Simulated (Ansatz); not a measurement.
## Ge wire along [111], 38 atoms a period, H-terminated: bands by functional

Wanted: the relaxed geometry and the bands of the Ge wire along [111], 38 atoms a period, H-terminated.

Program: Ansatz 0.2.0. Level of theory: DFT PBE, plane waves, PAW; relaxation of a wire's period; PAW set soft_1, in the first sound run; inputs show where later runs differ. Results are calculated unless marked as measured.

Most raw output is cut from this account.

## (1) Set-up

The cell holds 68 atoms: 38 Ge and 30 H. Cell: a = 17.493 Å, b = 19.148 Å, c = 9.977 Å, α = 90.0°, β = 90.0°, γ = 90.0°. Vacuum lies along a and b. The structure's axis is c.

## (2) The relaxed wire

Band widths follow the bond lengths, so the wire is relaxed first. The atoms and the third cell vector are free; the box across stays fixed as vacuum. A Fermi-Dirac smearing is set since the result may be a metal. The pressure printed is a third of the stress's trace over the whole box, vacuum included; only the stress along the axis is relaxed.

Input file input.yaml:

```yaml
crystal:
  lattice:
    - [17.493, 0.0, 0.0]
    - [0.0, 19.148, 0.0]
    - [0.0, 0.0, 9.9766126516]
  atoms:
    - { symbol: Ge, position: [0.267177423, 0.622796771, 0.0] }
    - { symbol: Ge, position: [0.383593563, 0.438586136, 0.0] }
    - { symbol: Ge, position: [0.500009703, 0.622796771, 0.0] }
    - { symbol: Ge, position: [0.267177423, 0.622796771, 0.25] }
    - { symbol: Ge, position: [0.383593563, 0.438586136, 0.25] }
    - { symbol: Ge, position: [0.500009703, 0.254375502, 0.25] }
    - { symbol: Ge, position: [0.500009703, 0.622796771, 0.25] }
    - { symbol: Ge, position: [0.616425842, 0.438586136, 0.25] }
[... 56 atom lines left out ...]
    - { symbol: H, position: [0.805655945, 0.461584048, 0.968788566] }
    - { symbol: Ge, position: [0.500009703, 0.254375502, 0.0] }
    - { symbol: Ge, position: [0.616425842, 0.438586136, 0.0] }
    - { symbol: Ge, position: [0.732841982, 0.622796771, 0.0] }
kpoints:
  mp_grid: { grid: [1, 1, 9] }
scf:
  occupations: { method: fermi_dirac, width: 0.05 }
hamiltonian:
  xc: pbe
  pseudopotentials: { kind: paw, azcp: { folder: soft_1 } }
relax:
  cell: { fix: [a, b, alpha, beta, gamma] }
  max_steps: 45
  f_tol: 0.03
```

On the command line:

```
ansatz run input.yaml --threads 4 --pin off --max-ram 16384MiB --backend cpu --events-out ev --progress --plain --runs-dir out
```

Run time: 9.7 min. Hardware: 4 threads of Arm Neoverse V1, shared host; peak memory 11 GiB; 38 min of CPU time.

Relaxation path:

```tsv
step	energy less that of the first step (eV)	largest force component (eV/Å)	pressure (GPa)	volume (Å³)
1	0.0000	0.2737	-0.51	3341.73
2	-0.1609	0.1740	0.02	3348.04
3	-0.2276	0.0195	-0.02	3334.91
4*	-0.2266	0.0195	-0.02	3334.91
```

Relaxation steps marked * repeat the geometry before them on a plane-wave basis chosen anew for their cell, so energy and pressure can jump there.

The run keeps the 4 symmetry operations that it works with, so distortions that break them were not tested.

```tsv
cell as run	before	after	change
c (Å)	9.977	9.956	-0.2 %
```

The atoms that moved most (Å, along periodic axes as changes of fractional coordinates times the final cell, across vacuum about the mean position):

```tsv
atom	dx	dy	dz	length
H34	0.060	-0.012	0.019	0.064
H60	0.060	0.012	-0.019	0.064
H39	-0.060	-0.012	0.019	0.064
H65	-0.060	0.012	-0.019	0.064
H35	0.040	-0.046	0.019	0.064
H38	-0.040	-0.046	0.019	0.064
H61	0.040	0.046	-0.019	0.064
H64	-0.040	0.046	-0.019	0.064
```

This step gave:

```
cell length along the wire : 9.956 Å
```

The cell's length comes to 9.956 Å with spin left out.

## (3) The perfect wire

This step: DFT PBE, plane waves, PAW; bands of a perfect wire; PAW set soft_1 (Ansatz 0.2.0).

At the relaxed period the bands are computed along the axis; those that cross an energy going forward count the channels that a perfect wire would open there.

Input file input.yaml:

```yaml
crystal:
  lattice:
    - [17.493, 0.0, 0.0]
    - [0.0, 19.148, 0.0]
    - [0.0, 0.0, 9.9562706592]
  atoms:
    - { symbol: Ge, position: [0.269768487, 0.621426203, 0.00106998] }
    - { symbol: Ge, position: [0.384287702, 0.43895656, 0.000169212] }
    - { symbol: Ge, position: [0.5, 0.622055019, 0.000171297] }
    - { symbol: Ge, position: [0.270061056, 0.62127213, 0.247660138] }
    - { symbol: Ge, position: [0.38449389, 0.439065676, 0.24979985] }
    - { symbol: Ge, position: [0.5, 0.257424443, 0.247655488] }
    - { symbol: Ge, position: [0.5, 0.621837893, 0.249802489] }
    - { symbol: Ge, position: [0.61550611, 0.439065676, 0.24979985] }
[... 56 atom lines left out ...]
    - { symbol: H, position: [0.802238476, 0.462208257, 0.966833564] }
    - { symbol: Ge, position: [0.5, 0.257114199, 0.001064308] }
    - { symbol: Ge, position: [0.615712298, 0.43895656, 0.000169212] }
    - { symbol: Ge, position: [0.730231513, 0.621426203, 0.00106998] }
kpoints:
  mp_grid: { grid: [1, 1, 9] }
  band_path: { path: ["Γ", Z], npoints: 90 }
scf:
  occupations: { method: fermi_dirac, width: 0.05 }
hamiltonian:
  xc: pbe
  pseudopotentials: { kind: paw, azcp: { folder: soft_1 } }
output:
  dos: { e_range: [-5, 4] }
  write_potential: true
  write_density: true
  volumetric_format: npy
```

It took 44 min on 4 threads; peak memory 13 GiB; 2.9 h of CPU time.

This step gave:

```yaml
band_gap: 1.936 eV
```

The electronic bands at the labelled points (eV, zero at the Fermi level; v1 is the highest filled band, c1 the lowest empty one):

```tsv
point	v4	v3	v2	v1	c1	c2	c3	c4
Γ	-1.62	-1.62	-1.62	-0.96	1.12	1.28	1.38	1.38
halfway	-1.84	-1.53	-1.53	-1.44	1.24	1.24	1.24	1.34
Z	-1.76	-1.76	-1.65	-1.65	0.98	1.14	1.14	1.47
```

The gap is 1.94 eV, with spin left out.

On this path the gap is indirect, 1.94 eV, with the valence top at Γ and the conduction bottom at Z. The least direct gap is 2.08 eV.

## (4) Levels at the same atoms, cutoff 500 eV, k-mesh 1×1×7

This step: DFT r2SCAN, plane waves, PAW; bands of a perfect wire at the PBE geometry; PAW set soft_1 (Ansatz 0.2.0).

The atoms stay at the PBE geometry and the functional changes. r2SCAN also reads the kinetic-energy density; it often gives larger moments and wider gaps than PBE, at a higher cost. Against the first PBE run of this kind, the cutoff is 500 eV against 420 and the mesh along the wire has 7 points against 9.

input.yaml: that of step 3 with these lines changed.

```diff
@@ -75,3 +75,3 @@
 kpoints:
-  mp_grid: { grid: [1, 1, 9] }
+  mp_grid: { grid: [1, 1, 7] }
   band_path: { path: ["Γ", Z], npoints: 90 }
@@ -80,8 +80,3 @@
 hamiltonian:
-  xc: pbe
+  xc: r2scan
   pseudopotentials: { kind: paw, azcp: { folder: soft_1 } }
-output:
-  dos: { e_range: [-5, 4] }
-  write_potential: true
-  write_density: true
-  volumetric_format: npy
```

Elapsed: 68 min, on 4 threads; peak memory 13 GiB.

Numbers from this step:

```yaml
band_gap: 2.256 eV
```

Electronic bands along the path, in eV, zero at the Fermi level; v1 is the highest filled band, c1 the lowest empty one:

```tsv
point	v4	v3	v2	v1	c1	c2	c3	c4
Γ	-1.82	-1.81	-1.81	-1.12	1.33	1.39	1.49	1.49
halfway	-2.05	-1.73	-1.73	-1.61	1.39	1.40	1.40	1.47
Z	-1.97	-1.97	-1.85	-1.85	1.14	1.28	1.29	1.61
```

The gap is 2.26 eV, against 1.94 eV under PBE at the relaxed period.

## (5) Results

| Item | Value |
| --- | --- |
| cell length, PBE | 9.956 Å |
| gap, PBE | 1.94 eV |
| gap, r2SCAN | 2.26 eV |

In words: Under PBE the cell's length is 9.96 Å, and a gap of 1.94 eV makes it a semiconductor. At the relaxed period the wire is gapped under every functional, from 1.94 eV (PBE) to 2.26 eV (r2SCAN). Weak screening in one dimension makes quasiparticle gaps larger than the semilocal gaps, as a rule.

[Logs are printed without paths, hosts, clocks, repeated set-up lines and the standing remarks that a program may print on its own settings, such as how far it seeks lower states.]

[Hosts, paths, dates, database ids (printed as entryN), source tags and the programs' standing remarks are cut or masked in the printed files.]
